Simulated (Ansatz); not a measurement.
# Formation energy and levels of the substitutional impurity Rb_K in K3BrCl2 (P-3m1)

Charge states of Rb_K in K3BrCl2 (P-3m1), set against the band edges. Model: a cell of 54 host atoms with 1 K taken out and 1 Rb put in.

Program: Ansatz 0.2.0. Level of theory: place-levels on PBEsol runs: charge-transition levels and formation energies with image-charge correction and potential alignment at the atomic sites. Results are calculated unless marked as measured.

**1. The structure**

The cell holds 54 atoms: 26 K, 9 Br, 18 Cl and 1 Rb. Its edges and angles: a = 13.448 Å, b = 13.448 Å, c = 11.001 Å, α = 90.0°, β = 90.0°, γ = 120.0°. It derives from K3BrCl2 (space group P-3m1). Nearest the centre at fractional (0.667, 0.667, 0.500): Rb49 at 0.00 Å, Cl36 at 3.14 Å, Cl47 at 3.14 Å, Cl30 at 3.14 Å, Cl53 at 3.14 Å, Cl29 at 3.14 Å, Cl54 at 3.14 Å, K44 at 4.39 Å.

Structure file:

```xyz
54
Lattice="13.4481 0.0000 0.0000 -6.7240 11.6464 0.0000 0.0000 0.0000 11.0008" Properties=species:S:1:pos:R:3 pbc="T T T"
K     0.0000    0.0000    5.5004
K     0.0000    2.5881    1.9516
K     2.2413    1.2940    9.0493
Br    0.0000    0.0000    0.0000
Cl    0.0000    2.5881    7.2760
Cl    2.2413    1.2940    3.7249
K    -2.2413    3.8821    5.5004
K    -2.2413    6.4702    1.9516
K     0.0000    5.1762    9.0493
Br   -2.2413    3.8821    0.0000
Cl   -2.2413    6.4702    7.2760
Cl    0.0000    5.1762    3.7249
K    -4.4827    7.7643    5.5004
K    -4.4827   10.3524    1.9516
K    -2.2413    9.0583    9.0493
Br   -4.4827    7.7643    0.0000
Cl   -4.4827   10.3524    7.2760
Cl   -2.2413    9.0583    3.7249
K     4.4827    0.0000    5.5004
K     4.4827    2.5881    1.9516
K     6.7240    1.2940    9.0493
Br    4.4827    0.0000    0.0000
Cl    4.4827    2.5881    7.2760
Cl    6.7240    1.2940    3.7249
K     2.2413    3.8821    5.5004
K     2.2413    6.4702    1.9516
K     4.4827    5.1762    9.0493
Br    2.2413    3.8821    0.0000
Cl    2.2413    6.4702    7.2760
Cl    4.4827    5.1762    3.7249
K     0.0000    7.7643    5.5004
K     0.0000   10.3524    1.9516
K     2.2413    9.0583    9.0493
Br    0.0000    7.7643    0.0000
Cl    0.0000   10.3524    7.2760
Cl    2.2413    9.0583    3.7249
K     8.9654    0.0000    5.5004
K     8.9654    2.5881    1.9516
K    11.2067    1.2940    9.0493
Br    8.9654    0.0000    0.0000
Cl    8.9654    2.5881    7.2760
Cl   11.2067    1.2940    3.7249
K     6.7240    3.8821    5.5004
K     6.7240    6.4702    1.9516
K     8.9654    5.1762    9.0493
Br    6.7240    3.8821    0.0000
Cl    6.7240    6.4702    7.2760
Cl    8.9654    5.1762    3.7249
Rb    4.4827    7.7643    5.5004
K     4.4827   10.3524    1.9516
K     6.7240    9.0583    9.0493
Br    4.4827    7.7643    0.0000
Cl    4.4827   10.3524    7.2760
Cl    6.7240    9.0583    3.7249
```

Known beforehand: the electronic dielectric constant, 2.47, and the static one, 5.30, from a response run on this crystal (DFPT, PBEsol) at that run's own cell.

The cell's shortest repeat is 11.0 Å.

**2. The runs of each charge state**

A transition level is the Fermi level at which two charge states cost the same, so each charge needs its own total energy, at its own relaxed structure.

Random displacements of about 0.05 Å break the site symmetry at the start, so that the relaxation can reach a distorted minimum if there is one. Forces are taken at one point at (¼, ¼, ¼). The cell holds 1 electron more than the neutral one, with a uniform background that keeps it neutral on the whole. The electron count is odd, so at least one spin is unpaired; this run locks the moment at 1 μB.

The sampling was tested on the host first: at the k-points planned (1x1x1 shifted 0.25 0.25 0.25) its energy lies 0.000 eV an atom from the dense-mesh value, under the bound of 0.02 eV set for this test; that bounds the host's error, not the defect's.

One of the inputs; charge, spin and start change from state to state.

qm1_M1.relax/input.yaml

```yaml
crystal:
  lattice:
    - [4.48269932, 3.0e-08, 0.0]
    - [-2.24134968, 3.88213147, 0.0]
    - [0.0, 0.0, 11.00083486]
  atoms:
    - { symbol: K, position: [0.0, 0.0, 0.5] }
    - { symbol: K, position: [0.33333333, 0.66666667, 0.17740122] }
    - { symbol: K, position: [0.66666667, 0.33333333, 0.82259878] }
    - { symbol: Br, position: [0.0, 0.0, 0.0] }
    - { symbol: Cl, position: [0.33333333, 0.66666667, 0.6614024] }
    - { symbol: Cl, position: [0.66666667, 0.33333333, 0.3385976] }
  supercell: [3, 3, 1]
  defects: [{ substitution: { at: 48, symbol: Rb } }]
total_charge: -1
basis:
  ecutwfc: 420
  xc_grid: 2
hamiltonian:
  xc: pbesol
kpoints:
  mp_grid: { grid: [1, 1, 1], shift: [0.25, 0.25, 0.25] }
magnetization:
  spin_polarized: true
  initial_magnetization: 1
  spin_locking: { lock_magnetization: hard }
scf:
  occupations: { method: fixed }
  max_iter: 100
output:
  forces: true
  charged_corrections: { epsilon: 2.47, static_epsilon: 5.3 }
relax:
  f_tol: 0.02
  max_steps: 80
  random_displacement: { amplitude: 0.05, seed: 6662 }
checkpoint:
  write: "../qm1_M1.relax.run"
  compress: false
  write_wavefunctions: true
  write_every: 100000
```

On the command line:

```sh
ansatz run input.yaml --threads 4 --pin off --max-ram 14131MiB --backend cpu --events-out ev --progress --plain --runs-dir out
```

The relaxed structure is kept and the sampling changed to a 2×2×2 shifted mesh.

The run of this state that the levels use, under PBEsol:

qm1_M1.point/input.yaml

```yaml
crystal:
  checkpoint: "../qm1_M1.relax.run"
  host: checkpoint
total_charge: -1
basis:
  ecutwfc: 420
  xc_grid: 2
hamiltonian:
  xc: pbesol
kpoints:
  mp_grid: { grid: [2, 2, 2], shift: [0.5, 0.5, 0.5] }
magnetization:
  spin_polarized: true
  initial_magnetization: 1
  spin_locking: { lock_magnetization: hard }
scf:
  occupations: { method: fermi_dirac, width: 0.01 }
  max_iter: 100
output:
  forces: true
  eigenvalues: true
  charged_corrections:
    epsilon: 2.47
    static_epsilon: 5.3
    defect_position: [0.666667, 0.666667, 0.5]
  eigenstates: { localisation: true }
  populations: true
  efg: {}
  band_densities: [{ bands: [v1, v1] }, { bands: [c1, c1] }]
  write_density: true
  write_potential: true
  volumetric_format: npy
checkpoint:
  read: "../qm1_M1.relax.run"
  write: "../qm1_M1.point.run"
  compress: false
  write_wavefunctions: false
  write_every: 100000
```

Relaxations under PBEsol at one point at (¼, ¼, ¼); times on 4 threads of Arm Neoverse V1, shared host:

```
charge  moment (μB)  occupations    outcome  steps  largest displacement against the far atoms (Å)     time
    −1            1        fixed  converged      3                                            0.08  2.5 min
     0            0        fixed  converged      3                                            0.07     74 s
    +1            1        fixed  converged      3                                            0.08  3.8 min
```

Single points under PBEsol at a 2×2×2 shifted mesh; times on 4 threads of Arm Neoverse V1, shared host:

```
charge  moment (μB)  occupations    outcome     time
    −1            1  fermi-dirac  converged  6.7 min
     0            0  fermi-dirac  converged  3.3 min
    +1            1  fermi-dirac  converged  7.4 min
```

Distances (Å) from Rb49 to the nearest atoms after relaxation with PBEsol:

```
charge  moment (μB)       1.       2.       3.       4.       5.       6.
    −1            1  Cl 3.21  Cl 3.21  Cl 3.21  Cl 3.21  Cl 3.21  Cl 3.21
     0            0  Cl 3.21  Cl 3.21  Cl 3.21  Cl 3.21  Cl 3.21  Cl 3.21
    +1            1  Cl 3.21  Cl 3.21  Cl 3.21  Cl 3.21  Cl 3.21  Cl 3.21
```

**3. Placing the levels, PBEsol**

A charged cell interacts with its images and the background, and its potential has another zero than the host's. place-levels removes the first by a point-charge model, screened by the static dielectric constant since the ions have relaxed around the charge, and the second by comparing potentials at atoms far from the defect.

The host is a run of the defect-free crystal in the same cutoffs, grids and k-points, so that basis and sampling errors cancel in part in the differences. The host is run in a cell of 6 atoms on a matching mesh. Its band edges are searched through the zone by a band path, so the gap is smaller than, or equal to, that on the mesh. Chemical potentials are energies per atom of K (bcc) and Rb (bcc), run with the same functional and cutoff.

levels.point.yaml

```yaml
host:
  run: host.point.run
states: [qm1_M1.point.run, q0.point.run, qp1_M1.point.run]
geometry_from:
  qm1_M1.point.run: qm1_M1.relax.run
  q0.point.run: q0.relax.run
  qp1_M1.point.run: qp1_M1.relax.run
  host.point.run: host.relax.run
chemical_potentials:
  K:
    energy: -1516.029766
    dataset: <sha256 of the dataset>
  Rb:
    energy: -3216.989095
    dataset: "<sha256 of the dataset>"
epsilon: 2.47
static_epsilon: 5.3
vertical:
  - { from: qm1_M1.point.run, to: qm1_M1.point_neutral.run }
  - { from: qp1_M1.point.run, to: qp1_M1.point_neutral.run }
```

On the command line:

```sh
ansatz place-levels levels.point.yaml -- --threads 4 --pin off --max-ram 14131MiB
```

Numbers of over 12 decimals in the logs are rounded to 6 here.

The log of the run:

```text
[... repeated set-up lines and file paths are left out, and long positions are rounded to six places ...]
(+1/0) 0.000 eV above the valence edge (-0.245 eV without the band-filling correction), 4.541 eV under the conduction edge
(0/-1) 4.592 eV above the valence edge (+5.180 eV without the band-filling correction), in the conduction band
formation energy of charge +1: +0.041 eV with the Fermi level at the valence edge
formation energy of charge 0: +0.041 eV with the Fermi level at the valence edge
formation energy of charge -1: +4.633 eV with the Fermi level at the valence edge
vertical -1 to 0: no energy, since no alignment is typed
  the change from vertical[0].from (qm1_M1.point.run) to vertical[0].to (qm1_M1.point_neutral.run): by its potential at epsilon 2.47 it stands at 0.661 0.663 0.500, with an rms radius of about 8.8 Å (5.4 5.4 4.4 Å across the planes of the cell's vectors); [...]
vertical +1 to 0: no energy, since no alignment is typed
  the change from vertical[1].from (qp1_M1.point.run) to vertical[1].to (qp1_M1.point_neutral.run): by its potential at epsilon 2.47 it is spread over the cell along a vector, with an rms radius of about 8.0 Å (5.6 5.6 0.3 Å across the planes of the cell's [...]
  edges by pbesol, gap 4.541 eV; the host is sampled to repeats of 26.90 Å
  the defect's cells are sampled to repeats of 26.90 Å, like sampling
  charge +1: -86459.0468 eV with its correction of +0.175 eV, at epsilon 5.3, aligned at sites: -0.1477 eV, mean over 29 atomic sites at or beyond 5.50 Å from the defect at [0.6667, 0.6667, 0.5000], with -0.012657 for the charge's moments and without [...]
  states[2] (qp1_M1.point.run): levels filled in part (TS 0.007 eV): its energy is of no whole electron's
  charge 0: +0.000 eV for its dipole among its images, +0.000 omitted
  charge -1: -86451.4745 eV with its correction of +0.174 eV, at epsilon 5.3, aligned at sites: +0.1482 eV, mean over 29 atomic sites at or beyond 5.50 Å from the defect at [0.6667, 0.6667, 0.5000], with +0.000000 for the charge's moments and without [...]
  of states[2] (qp1_M1.point.run): it parts from the run at its places by a charge that spreads by about 5.6 Å along one vector (2 Å or more is wide), by its potential at epsilon 2.47, taken for that of held ions (one typed too small widens it), where the [...]
  of states[1] (q0.point.run): its displacements don't fall off away from the defect: farther atoms stand 0.029 Å off the host's places. [...]
  of states[0] (qm1_M1.point.run): it parts from the run at its places by a charge that spreads by about 5.4 Å along one vector (2 Å or more is wide), by its potential at epsilon 2.47, taken for that of held ions (one typed too small widens it), where the [...]
  of vertical[0].from (qm1_M1.point.run): its displacements don't fall off away from the defect: farther atoms stand 0.034 Å off the host's places. [...]
  of vertical[0].to (qm1_M1.point_neutral.run): its displacements don't fall off away from the defect: farther atoms stand 0.034 Å off the host's places. [...]
  vertical[1].from (qp1_M1.point.run): levels filled in part (TS 0.007 eV): its energy is of no whole electron's
  of vertical[1].from (qp1_M1.point.run): its displacements don't fall off away from the defect: farther atoms stand 0.051 Å off the host's places. [...]
  of vertical[1].to (qp1_M1.point_neutral.run): its displacements don't fall off away from the defect: farther atoms stand 0.051 Å off the host's places. [...]
```

Run time: 0.38 s. Hardware: 4 threads of Arm Neoverse V1, shared host.

Under PBEsol the gap is 4.54 eV, (+1/0) 0.00 (with band filling), (0/−1) 4.59 (outside the gap) (with band filling) eV.

Levels between the charges placed, in eV above the valence top:

|  | gap (eV) | (+1/0) | (0/−1) |
| --- | --- | --- | --- |
| PBEsol | 4.54 | 0.00 | 4.59 |

Corrections by state:

```csv
charge,moment (μB),image terms and alignment (eV),band filling (eV),ε used,"over the lowest of its charge, as the program ranks them, band filling apart (eV)"
+1,1.0,0.175,-0.245,5.30,0.000
0,0.0,0.000,-,-,0.000
−1,1.0,0.174,-0.588,5.30,0.000
```

The charged structures listed were also run neutral, and place-levels reads from each pair, by the potential or the spins, how wide the charge is by which they differ; that can be the carrier of either run.

```
charge  rms radius (Å)  spread where it is widest against the cell (Å)  wide from (Å)  reading
    +1             8.0                                            5.63           2.02     wide
    −1             8.8                                            5.37           2.02     wide
```

The neutral runs of these pairs need not share the spin of the lowest neutral state, and very wide values only mean spread over the cell.

From the program's caveats on the states, each cut to its opening words:

- charge +1 (1 μB): it parts from the run at its places by a charge that spreads by about 5.6 Å along one vector (2 Å or more is wide), by its potential at epsilon 2.47, taken for [...]
- charge +1 (1 μB): a band-filling correction moves a carrier to the host's band edge, which changes its energy by -0.245 eV
- charge +1 (1 μB): its displacements don't fall off away from the defect: farther atoms stand 0.051 Å off the host's places
- charge 0: its displacements don't fall off away from the defect: farther atoms stand 0.029 Å off the host's places
- charge −1 (1 μB): it parts from the run at its places by a charge that spreads by about 5.4 Å along one vector (2 Å or more is wide), by its potential at epsilon 2.47, taken for [...]
- charge −1 (1 μB): a band-filling correction moves a carrier to the host's band edge, which changes its energy by -0.588 eV
- charge −1 (1 μB): its displacements don't fall off away from the defect: farther atoms stand 0.034 Å off the host's places
- charge −1 (1 μB): its moments are held at its close (magnetization.spin_locking), by a field of 0.105 eV a Bohr magneton, and its energy and levels are of the state that this [...]

Formation energies (eV), elemental references (Δμ(K) = 0.00 eV, Δμ(Rb) = 0.00 eV):

```csv
charge,Fermi level at the valence top,at the conduction bottom
+1,0.04,4.58
0,0.04,0.04
−1,4.63,0.09
```

**4. The same at the relaxations' own k-points**

The relaxations' own energies give the levels at their sampling, for comparison.

levels.relax_mesh.yaml

```yaml
host:
  run: host.relax.run
states: [qm1_M1.relax.run, q0.relax.run, qp1_M1.relax.run]
chemical_potentials:
  K:
    energy: -1516.029766
    dataset: <sha256 of the dataset>
  Rb:
    energy: -3216.989095
    dataset: "<sha256 of the dataset>"
```

On the command line:

```sh
ansatz place-levels levels.relax_mesh.yaml -- --threads 4 --pin off --max-ram 14131MiB
```

The log of the run:

```text
[...]
formation energy of charge +1: +0.041 eV with the Fermi level at the valence edge
formation energy of charge 0: +0.041 eV with the Fermi level at the valence edge
formation energy of charge -1: +4.634 eV with the Fermi level at the valence edge
  edges by pbesol, gap 4.542 eV; the host is sampled to repeats of 17.37 Å
[... the lines on each state left out ...]
```

Wall time 0.13 s (4 threads).

Levels between neighbouring charges, in eV above the valence top:

```
                        gap (eV)  (+1/0)  (0/−1)
one point at (¼, ¼, ¼)      4.54    0.00    4.59
  a 2×2×2 shifted mesh      4.54    0.00    4.59
```

Going from one point at (¼, ¼, ¼) to a 2×2×2 shifted mesh moves formation energies against the elements by up to 0.00 eV; band-filling terms, which differ between samplings, are in these energies.

**5. Placing the levels, r2SCAN**

r2SCAN on the same structure is run to see how far the result rests on the functional, though not on the errors that semilocal functionals share; the sampling changes too, to one point at (¼, ¼, ¼), so differences hold both changes.

qm1_M1.r2scan/input.yaml

```yaml
crystal:
  checkpoint: "../qm1_M1.relax.run"
  host: checkpoint
total_charge: -1
basis:
  ecutwfc: 500
  xc_grid: 2
hamiltonian:
  xc: r2scan
kpoints:
  mp_grid: { grid: [1, 1, 1], shift: [0.25, 0.25, 0.25] }
magnetization:
  spin_polarized: true
  initial_magnetization: 1
  spin_locking: { lock_magnetization: hard }
scf:
  occupations: { method: fermi_dirac, width: 0.01 }
  max_iter: 100
output:
  forces: true
  eigenvalues: true
  charged_corrections:
    epsilon: 2.47
    static_epsilon: 5.3
    defect_position: [0.666667, 0.666667, 0.5]
checkpoint:
  write: "../qm1_M1.r2scan.run"
  compress: false
  write_wavefunctions: false
  write_every: 100000
```

The job ended after 3 min (4 threads; peak memory 6.2 GiB; 12 min of CPU time).

levels.r2scan.yaml

```yaml
host:
  run: host.r2scan.run
  levels_from: { run: edges.r2scan.run }
states: [qm1_M1.r2scan.run, q0.r2scan.run, qp1_M1.r2scan.run]
geometry_from:
  qm1_M1.r2scan.run: qm1_M1.relax.run
  q0.r2scan.run: q0.relax.run
  qp1_M1.r2scan.run: qp1_M1.relax.run
  host.r2scan.run: host.relax.run
chemical_potentials:
  K:
    energy: -1542.480493
    dataset: <sha256 of the dataset>
  Rb:
    energy: -3277.994205
    dataset: "<sha256 of the dataset>"
```

On the command line:

```sh
ansatz place-levels levels.r2scan.yaml -- --threads 4 --pin off --max-ram 14131MiB
```

The log of the run:

```text
[...]
formation energy of charge +1: +0.081 eV with the Fermi level at the valence edge
formation energy of charge 0: +0.081 eV with the Fermi level at the valence edge
formation energy of charge -1: +5.432 eV with the Fermi level at the valence edge
  edges by r2scan of host.levels_from (edges.r2scan.run), its mesh sampled to repeats of 31.38 Å (the valence edge +0.051 eV and the conduction edge -0.593 eV from those of the host's own run), gap 5.313 eV; the host is sampled to repeats of 17.37 Å
[... the lines on each state left out ...]
```

Run time: 0.23 s. Hardware: 4 threads.

Under r2SCAN the gap is 5.31 eV, (+1/0) 0.00 (with band filling), (0/−1) 5.35 (outside the gap) (with band filling) eV.

**6. The ladder**

Levels between neighbouring charges, in eV above each run's own valence top:

```csv
,gap (eV),(+1/0),(0/−1),CPU time a state at this stage (restarts are quicker than cold starts)
"PBEsol, 2×2×2 shifted mesh",4.54,0.00,4.59,22 min
"r2SCAN on PBEsol structures, (¼, ¼, ¼)",5.31,0.00,5.35,10 min
```

**7. Results**

| Property | Result |
| --- | --- |
| gap of the host | 4.54 eV (PBEsol) |
| level (plus 1/0) | 0.00 eV above the valence top (-0.25 eV above the valence top without the band-filling term) |
| level (0/minus 1) | 4.59 eV above the valence top, past the conduction bottom (5.18 eV above the valence top without the band-filling term) |
| lowest of the charges placed, just above the valence top (0.02 eV) | 0 |
| lowest of the charges placed, just below the conduction bottom (0.02 eV) | 0 |
| lowest formation energy at mid-gap of the charges run, elemental references | 0.04 eV |

What this shows: Of the charges placed (−1, 0 and +1), 0 is the lowest from 0.02 eV above the valence top to 0.02 eV below the conduction bottom, a gap of 4.54 eV. States placed: +1 at 1 μB; 0 at 0 μB; −1 at 1 μB. Other spin states or structures, where not listed, weren't placed. The program finds carriers beyond a band edge of the host and adds a band-filling term at charge −1 (-0.59 eV) and +1 (-0.25 eV); steps to such a charge show no bound level, and a defect level inside a band would be read the same way. Rb is taken at its element; compounds, which aren't counted here, bound the chemical potentials and would shift these formation energies. Going from one point at (¼, ¼, ¼) to a 2×2×2 shifted mesh moves formation energies against the elements by up to 0.00 eV; band-filling terms, which differ between samplings, are in these energies. What this leaves open: PBEsol makes the gap too small and tends to spread out bound carriers; where a gas molecule sets a chemical potential or the host's formation energy, its binding is uncorrected.

[Logs are printed without paths, hosts, clocks, repeated set-up lines and the standing remarks that a program may print on its own settings, such as how far it seeks lower states.]

[Hosts, paths, dates, database ids (printed as entryN), source tags and the programs' standing remarks are cut or masked in the printed files.]

[Where a table of states has a column of steps, it counts the stored structures, which are thinned; the runs took as many ionic steps or more.]

[A defect's name tells the site on which it was built; relaxed atoms can leave that site.]

[For some hosts the program warned that the k-mesh of the response run may be too coarse for force constants and the static dielectric constant; such warnings are not shown here.]
